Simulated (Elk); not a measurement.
# How SrCl2 absorbs and reflects light

Wanted: where SrCl2 starts to absorb, how strongly, and its refractive index.

Main program and level: Elk 11.2.3 (patched build); DFT, PBE, all-electron APW+lo, Dirac cores, scalar-relativistic bands, independent-particle optical response without local fields.

### 1. Set-up

Symmetry: Fm-3m, No. 225, cubic system. Conventional cell: a = 6.977 Å, b = 6.977 Å, c = 6.977 Å, α = 90.00°, β = 90.00°, γ = 90.00°. Sr has 8 Cl at 3.02 Å nearest. Nearest to Cl lie 4 Sr at 3.02 Å. Farther neighbours, and contacts between anions beyond the nearest, are not listed.

### 2. Ground state

The self-consistent density comes first; it also tells whether there is a gap, which decides the occupations and the need for a Drude term.

This step: DFT, PBE, all-electron APW+lo, Dirac cores, scalar-relativistic bands, ground state (Elk 11.2.3 (patched build)).

Contents of elk.in:

```
tasks
  0
  120

xctype
  20

nempty
  14

lorbcnd
  .true.

rgkmax
  7.0

swidth
  0.0018375

maxscl
  100

epsengy
  1e-05

sppath
  './'

avec
  0.000000000000 6.592026126838 6.592026126838
  6.592026126838 0.000000000000 6.592026126838
  6.592026126838 6.592026126838 0.000000000000

atoms
  2
  'Sr.in'
  1
  0.000000000000 0.000000000000 0.000000000000   0.000 0.000 0.000
  'Cl.in'
  2
  0.750000000000 0.750000000000 0.750000000000   0.000 0.000 0.000
  0.250000000000 0.250000000000 0.250000000000   0.000 0.000 0.000

ngridk
  8 8 8
```

Launch:

```
> OMP_NUM_THREADS=4 elk
```

The program printed:

```text
┌─────────────────────────┐
│ Elk code version 11.2.3 │
└─────────────────────────┘

All units are atomic (Hartree, Bohr, etc.)

┌─────────────────────────────────────────────────┐
│ Ground-state run starting from atomic densities │
└─────────────────────────────────────────────────┘

Lattice vectors :
   0.000000000       6.592026127       6.592026127
   6.592026127       0.000000000       6.592026127
   6.592026127       6.592026127       0.000000000

Reciprocal lattice vectors :
 -0.4765746666      0.4765746666      0.4765746666
  0.4765746666     -0.4765746666      0.4765746666
  0.4765746666      0.4765746666     -0.4765746666

Unit cell volume      :    572.9104654
Brillouin zone volume :   0.4329650590

Muffin-tin inner radius fraction :   0.1000000000E-01

Nuclei treated as point charges

Species : 1 (Sr)
 parameters loaded from : Sr.in
 name : strontium
 nuclear charge    :   -38.00000000
 electronic charge :    38.00000000
 atomic mass :    159721.4892
 muffin-tin radius :    2.600000000
 number of radial points in muffin-tin :   1193
 inner part over the whole radius :   0.9909106339E-02
 number on inner part of muffin-tin    :    847
 approximate nuclear radius :   0.8067967193E-04
 number of mesh points to nuclear radius :    415
 atomic positions (lattice), magnetic fields (Cartesian) :
  1 :   0.00000000  0.00000000  0.00000000    0.00000000  0.00000000  0.00000000

Species : 2 (Cl)
 parameters loaded from : Cl.in
 name : chlorine
 nuclear charge    :   -17.00000000
 electronic charge :    17.00000000
 atomic mass :    64626.86550
 muffin-tin radius :    2.200000000
 number of radial points in muffin-tin :    793
 inner part over the whole radius :   0.9992010025E-02
 number on inner part of muffin-tin    :    555
 approximate nuclear radius :   0.6305718926E-04
 number of mesh points to nuclear radius :    253
 atomic positions (lattice), magnetic fields (Cartesian) :
  1 :  -0.25000000 -0.25000000 -0.25000000    0.00000000  0.00000000  0.00000000
  2 :   0.25000000  0.25000000  0.25000000    0.00000000  0.00000000  0.00000000

Total number of atoms per unit cell :    3
Total muffin-tin volume :    162.8266528
 ratio of muffin-tin to unit cell volume :   0.2842095976

Spin treatment :
 spin-unpolarised

Number of Bravais lattice symmetries :   48
Number of crystal symmetries         :   48
Crystal has inversion symmetry
Real symmetric eigensolver will be used

k-point grid :      8     8     8
k-point offset :    0.000000000       0.000000000       0.000000000
k-point set is reduced with full crystal symmetry group
Total number of k-points :       29

Muffin-tin radius times maximum |G+k| :    7.000000000
 using average radius
Maximum |G+k| for APW functions       :    3.000000000
Maximum (1/2)|G+k|²                   :    4.500000000
Maximum |G| for potential and density :    12.00000000
Constant for pseudocharge density :    8
 order of it for each species :   15  15
 order of it for pair densities of each species (exact exchange by exxq0 0: 15) :   12   8
Radial integration step length :    1

G-vector grid sizes :     36    36    36
Number of G-vectors :    16625

Maximum angular momentum used for
 APW functions            :    8
 outer part of muffin-tin :    6
 inner part of muffin-tin :    2

Total nuclear charge    :   -72.00000000
Total core charge       :    48.00000000
Total valence charge    :    24.00000000
Total excess charge     :    0.000000000
Total electronic charge :    72.00000000

Effective Wigner radius, rₛ :    1.238478723

Number of empty states         :     42
Total number of valence states :     55
Total number of core states    :     48

Conduction state local-orbitals added automatically
Third-order local-orbitals added for an l without core states : F
Total number of local-orbitals :    165

Exchange-correlation functional :     20     0     0
 Perdew-Burke-Ernzerhof, Phys. Rev. Lett. 77, 3865 (1996)
 gradient requirement :    1
 generalised gradient approximation (GGA)

Smearing type :    3
 Fermi-Dirac
Smearing width :   0.1837500000E-02
Effective electronic temperature (K) :    580.2366081

Mixing type :    3
 Broyden mixing, J. Phys. A: Math. Gen. 17, L317 (1984)

Kohn-Sham potential initialised from atomic data

┌──────────────────────────────┐
│ Self-consistent loop started │
└──────────────────────────────┘

┌─────────────────┐
│ Loop number : 1 │
└─────────────────┘

Energies :
 Fermi                       :    -0.520475E-01
 sum of occupied eigenvalues :     -2404.9409215849
 electron kinetic            :      4204.1757258981
 core electron kinetic       :      4118.7010813089
 Coulomb                     :     -8146.0891389540
 Coulomb potential           :     -6390.4749369291
 nuclear-nuclear             :     -454.05839710068
 electron-nuclear            :     -9001.3990547657
 Hartree                     :      1309.3683129124
 Madelung                    :     -4950.8516704894
 xc potential                :     -218.64171055394
 exchange                    :     -158.60190810937
 correlation                 :     -3.225050
 electron entropic           :    -0.420995E-11
 total energy                :     -4103.7403706656

Density of states at Fermi energy :   0.5442356551E-07
 (states/Hartree/unit cell)

Estimated indirect band gap :   0.2090606188
 from k-point 21 to k-point 1
Estimated direct band gap   :   0.2200920240
 at k-point 1

Charges :
 core                        :    48.00000000
 valence                     :    24.00000000
 interstitial                :    4.566213047
 muffin-tins (core leakage)
  species : 1 (Sr)
   atom 1                    :    35.86971110     (  0.2830707744E-04)
  species : 2 (Cl)
   atom 1                    :    15.78203793     (  0.1489536383E-04)
   atom 2                    :    15.78203793     (  0.1489536383E-04)
 total in muffin-tins        :    67.43378695
 total calculated charge     :    71.99999822
 total charge                :    72.00000000
 error                       :   0.1780001071E-05

┌─────────────────┐
│ Loop number : 2 │
└─────────────────┘

Energies :
 Fermi                       :    -0.507633E-01
 sum of occupied eigenvalues :     -2404.8615820895
 electron kinetic            :      4202.3724650535
 core electron kinetic       :      4117.3872939579
 Coulomb                     :     -8146.0657378728
 Coulomb potential           :     -6390.4648783530
 nuclear-nuclear             :     -454.05839710068
 electron-nuclear            :     -9001.3611480311
 Hartree                     :      1309.3538072590
 Madelung                    :     -4950.8332986963
 xc potential                :     -216.76916879001
 exchange                    :     -158.59991682274
 correlation                 :     -3.225052
 electron entropic           :    -0.420903E-11
 total energy                :     -4105.5182421271

Density of states at Fermi energy :   0.5442214561E-07
 (states/Hartree/unit cell)

Estimated indirect band gap :   0.2088162463
 from k-point 21 to k-point 1
Estimated direct band gap   :   0.2198664928
 at k-point 1

Charges :
 core                        :    48.00000000
 valence                     :    24.00000000
 interstitial                :    4.568500386
 muffin-tins (core leakage)
  species : 1 (Sr)
   atom 1                    :    35.87056695     (  0.2830271880E-04)
  species : 2 (Cl)
   atom 1                    :    15.78046633     (  0.1490328811E-04)
   atom 2                    :    15.78046633     (  0.1490328811E-04)
 total in muffin-tins        :    67.43149961
 total calculated charge     :    71.99999823
 total charge                :    72.00000000
 error                       :   0.1765143239E-05

RMS change in Kohn-Sham potential (target) :   0.3513503236     (  0.1000000000E-05)
Absolute change in total energy (target)   :    1.777871462     (  0.1000000000E-04)

[... 13 loops left out ...]

┌──────────────────┐
│ Loop number : 16 │
└──────────────────┘

Energies :
 Fermi                       :     0.762357E-01
 sum of occupied eigenvalues :     -2396.5974624480
 electron kinetic            :      4203.2145143160
 core electron kinetic       :      4117.8880771498
 Coulomb                     :     -8144.6152792646
 Coulomb potential           :     -6389.7006553058
 nuclear-nuclear             :     -454.05839710068
 electron-nuclear            :     -8999.1152069718
 Hartree                     :      1308.5583248078
 Madelung                    :     -4949.7649516117
 xc potential                :     -210.11132145824
 exchange                    :     -158.49686668702
 correlation                 :     -3.225244
 electron entropic           :    -0.416494E-11
 total energy                :     -4103.1228754998

Density of states at Fermi energy :   0.5442207828E-07
 (states/Hartree/unit cell)

Estimated indirect band gap :   0.1974625868
 from k-point 21 to k-point 1
Estimated direct band gap   :   0.2044651774
 at k-point 21

Charges :
 core                        :    48.00000000
 valence                     :    24.00000000
 interstitial                :    4.667919075
 muffin-tins (core leakage)
  species : 1 (Sr)
   atom 1                    :    35.92057779     (  0.2813290088E-04)
  species : 2 (Cl)
   atom 1                    :    15.70575157     (  0.1522005264E-04)
   atom 2                    :    15.70575157     (  0.1522005264E-04)
 total in muffin-tins        :    67.33208092
 total calculated charge     :    71.99999692
 total charge                :    72.00000000
 error                       :   0.3084444359E-05

RMS change in Kohn-Sham potential (target) :   0.4001574539E-08 (  0.1000000000E-05)
Absolute change in total energy (target)   :   0.2565379873E-05 (  0.1000000000E-04)

Convergence targets achieved

┌──────────────────┐
│ Loop number : 17 │
└──────────────────┘

Energies :
 Fermi                       :     0.762357E-01
 sum of occupied eigenvalues :     -2396.5974626269
 electron kinetic            :      4203.2145141446
 core electron kinetic       :      4117.8880769880
 Coulomb                     :     -8144.6152792496
 Coulomb potential           :     -6389.7006552659
 nuclear-nuclear             :     -454.05839710068
 electron-nuclear            :     -8999.1152069735
 Hartree                     :      1308.5583248246
 Madelung                    :     -4949.7649516166
 xc potential                :     -210.11132150559
 exchange                    :     -158.49686668861
 correlation                 :     -3.225244
 electron entropic           :    -0.416494E-11
 total energy                :     -4103.1228756576

Density of states at Fermi energy :   0.5442207838E-07
 (states/Hartree/unit cell)

Estimated indirect band gap :   0.1974625858
 from k-point 21 to k-point 1
Estimated direct band gap   :   0.2044651763
 at k-point 21

Charges :
 core                        :    48.00000000
 valence                     :    24.00000000
 interstitial                :    4.667919070
 muffin-tins (core leakage)
  species : 1 (Sr)
   atom 1                    :    35.92057780     (  0.2813290136E-04)
  species : 2 (Cl)
   atom 1                    :    15.70575157     (  0.1522005511E-04)
   atom 2                    :    15.70575157     (  0.1522005511E-04)
 total in muffin-tins        :    67.33208093
 total calculated charge     :    71.99999692
 total charge                :    72.00000000
 error                       :   0.3084448821E-05

┌──────────────────────────────┐
│ Self-consistent loop stopped │
└──────────────────────────────┘

Wrote STATE.OUT
```

Elapsed: 11 s, on 4 threads of Arm Neoverse V2, shared host; peak memory 0.13 GiB; 35 s of CPU time.

Read from the output:

| Property | Result |
| --- | --- |
| total energy | -4103 Ha |
| Fermi energy | 2.074 eV |
| DOS at the Fermi level | 2.00e-9 states/eV/cell |
| gap on the k-mesh | 5.373 eV |
| direct gap on the mesh | 5.564 eV |

There is a gap, 5.37 eV on this mesh (points off the mesh can give less), so no carriers' term is needed.

### 3. Independent particles

With the density converged, the vertical transitions are summed over the zone.

This step: DFT, PBE, all-electron APW+lo, Dirac cores, scalar-relativistic bands, independent-particle optical response without local fields (Elk 11.2.3 (patched build)).

Edit elk.in of step 2 so:

```diff
@@ -1,4 +1,6 @@
 tasks
-  0
-  120
+  121
+
+optcomp
+  1 1
 
@@ -17,9 +19,7 @@
 swidth
-  0.0018375
+  0.0055124
 
-maxscl
-  100
-
-epsengy
-  1e-05
+wplot
+  400 100 0
+  0.0 0.80849
```

Launch:

```
> OMP_NUM_THREADS=4 elk
```

The program printed:

```text
┌─────────────────────────────────┐
│ Elk code version 11.2.3 started │
└─────────────────────────────────┘

Info(readinput): the functional depends on the density's gradient
 muffin-tin radial points multiplied by    2.00000
 (not where nrmtscf is given)

┌────────────────────┐
│ Current task : 121 │
└────────────────────┘

Info(dielectric):
 dielectric tensor written to EPSILON_ij.OUT
 optical conductivity written to SIGMA_ij.OUT
 for components
  i = 1, j = 1

┌──────────────────┐
│ Elk code stopped │
└──────────────────┘
```

Elapsed: 1.4 s, on 4 threads; peak memory 0.04 GiB.

Read-outs:

```
electronic dielectric constant ε∞, mean of the axes       : 3.062
main peak of Im epsilon, first axis                       : 7.691 eV
centre of weight of the strongest loss peak in the window : 16.99 eV
```

Values under the direct gap are tails of Lorentzian lines. Table of Im ε, E ∥ x by photon energy; read off at these points:

```tsv
photon energy (eV)	Im ε, E ∥ x
0.00	0
0.50	0.00364
1.00	0.00744
1.50	0.0116
2.00	0.0164
2.50	0.0220
3.00	0.0292
3.50	0.0386
4.00	0.0518
4.50	0.0720
5.00	0.108
5.50	0.202
6.00	0.643
6.50	1.44
7.00	2.46
7.50	5.92
7.70	7.17
8.00	6.19
8.50	4.78
9.00	3.30
9.50	3.80
9.68	3.98
10.00	3.36
10.50	2.16
11.00	1.84
11.50	1.89
12.00	1.98
12.50	2.01
13.00	1.88
13.50	1.64
14.00	1.32
14.50	1.47
15.00	1.46
15.50	1.32
16.00	1.08
16.50	0.727
17.00	0.580
17.50	0.475
18.00	0.394
18.50	0.539
19.00	0.453
19.50	0.447
20.00	0.440
20.50	0.471
21.00	1.00
21.50	1.43
```

Table of Re ε, E ∥ x by photon energy:

photon energy (eV), Re ε, E ∥ x and a bar:
```
        0       3.06 ##############
        1       3.09 ##############
        2       3.16 ###############
        3       3.31 ###############
        4       3.57 #################
        5       4.07 ###################
        6       5.31 #########################
        7       6.45 ##############################
        8       2.13 ##########
        9       0.81 ####
       10       0.14 
       11       0.50 ##
       12       0.56 ##
       13       0.44 ##
       14       0.50 ##
       15       0.23 #
       16       0.05 
       17       0.21 #
       18       0.54 ##
       19       0.68 ###
       20       1.03 #####
       21       1.72 ########
```

Table of refractive index n and extinction k by photon energy:

```tsv
photon energy (eV)	n	k
0	1.75	0
1	1.76	0.00212
2	1.78	0.00460
3	1.82	0.00801
4	1.89	0.0137
5	2.02	0.0267
6	2.31	0.139
7	2.58	0.477
8	2.08	1.49
9	1.45	1.14
10	1.32	1.27
11	1.10	0.839
12	1.15	0.867
13	1.09	0.862
14	0.976	0.677
15	0.923	0.790
16	0.752	0.721
17	0.645	0.450
18	0.775	0.254
19	0.863	0.262
20	1.04	0.213
21	1.36	0.369
```

Table of reflectivity at normal incidence, E ∥ x by photon energy; read off at these points:

```tsv
photon energy (eV)	reflectivity at normal incidence, E ∥ x (%)
0.00	7.44
0.50	7.46
1.00	7.54
1.50	7.67
2.00	7.86
2.50	8.12
3.00	8.46
3.50	8.91
4.00	9.49
4.50	10.3
5.00	11.4
5.50	13.0
6.00	15.8
6.50	18.1
7.00	20.9
7.50	27.7
7.70	30.1
8.00	28.9
8.50	27.6
9.00	20.5
9.50	21.2
10.00	24.5
10.18	26.9
10.50	22.2
11.00	14.0
11.50	13.0
12.00	14.4
12.50	15.1
13.00	14.7
13.42	17.4
13.50	17.0
14.00	10.5
14.50	13.5
15.00	14.6
15.50	17.0
16.00	16.2
16.34	20.3
16.50	17.9
17.00	11.3
17.50	6.29
18.00	3.59
18.50	3.14
19.00	2.48
19.50	1.54
20.00	1.11
20.50	1.39
21.00	4.67
21.50	7.54
```

Values under the direct gap are tails of Lorentzian lines. The loss function −Im 1/ε at q → 0, E ∥ x by energy loss; read off at these points:

```tsv
energy loss (eV)	loss function −Im 1/ε at q → 0, E ∥ x
0.0	0
1.0	7.8e-4
2.0	0.00163
3.0	0.00266
4.0	0.00406
5.0	0.00651
6.0	0.0225
7.0	0.0516
8.0	0.144
9.0	0.286
10.0	0.297
11.0	0.506
12.0	0.467
13.0	0.504
13.9	0.734
14.0	0.664
15.0	0.669
16.0	0.921
17.0	1.52
18.0	0.890
19.0	0.684
20.0	0.352
21.0	0.253
```

From ε follow the optical constants at some laser lines:

```tsv
wavelength (nm)	n	k	R (%)	1/α
1550	1.75	0.002	7.5	73 µm
1064	1.76	0.002	7.6	34 µm
800	1.77	0.003	7.7	19 µm
532	1.79	0.006	8.0	7.6 µm
365	1.84	0.010	8.8	2.9 µm
308	1.89	0.014	9.5	1.8 µm
193	2.41	0.254	17.6	60 nm
```

Below the direct gap, k and the depth come from the tails of the Lorentzian lines, not from transitions.

Rows near the edge hang on the gap, which this functional as a rule makes too small, and phonon-assisted absorption over an indirect gap is left out.

### 4. Outcome

```
electronic dielectric constant ε∞, mean of the axes (independent particles) : 3.06
main peak of Im epsilon, first axis                                         : 7.69 eV
centre of weight of the strongest loss peak in the window, first axis       : 17.0 eV
```

In words: At this level (PBE, independent particles) SrCl2 has ε∞ = 3.06 and n = 1.75 at 1550 nm, and Im ε peaks at 7.7 eV. On the mesh the gap is 5.37 eV and the least direct gap 5.56 eV, so on this mesh the band edges lie at different points. Im ε has its chief maxima at 7.69 eV (7.2), 9.68 eV (4.0), 11.84 eV (2.1) and 14.28 eV (1.6). Excitons and phonon-assisted transitions are missing, and so are local fields; PBE gaps are as a rule too small, which pulls the onset down and ε∞ up.

[Long decimals in the printed logs are rounded to 6 places.]

[Machine, clock and banner lines and Python warnings are left out of the logs.]

[Logs are printed without paths, hosts, clocks, repeated set-up lines and the standing remarks that a program may print on its own settings, such as how far it seeks lower states.]

[Hosts, paths, dates, database ids (printed as entryN), source tags and the programs' standing remarks are cut or masked in the printed files.]

[Where Elk ran, warnings of its patched build on accuracy (core leakage, angular cutoffs, spin-orbit splittings, empty states, lower magnetic states) are left out.]

[Where the starting crystal was built by hand or by swapping elements, it need not be the compound's stable phase.]

[The count of steps not shown may lack steps that the program refused or didn't finish.]
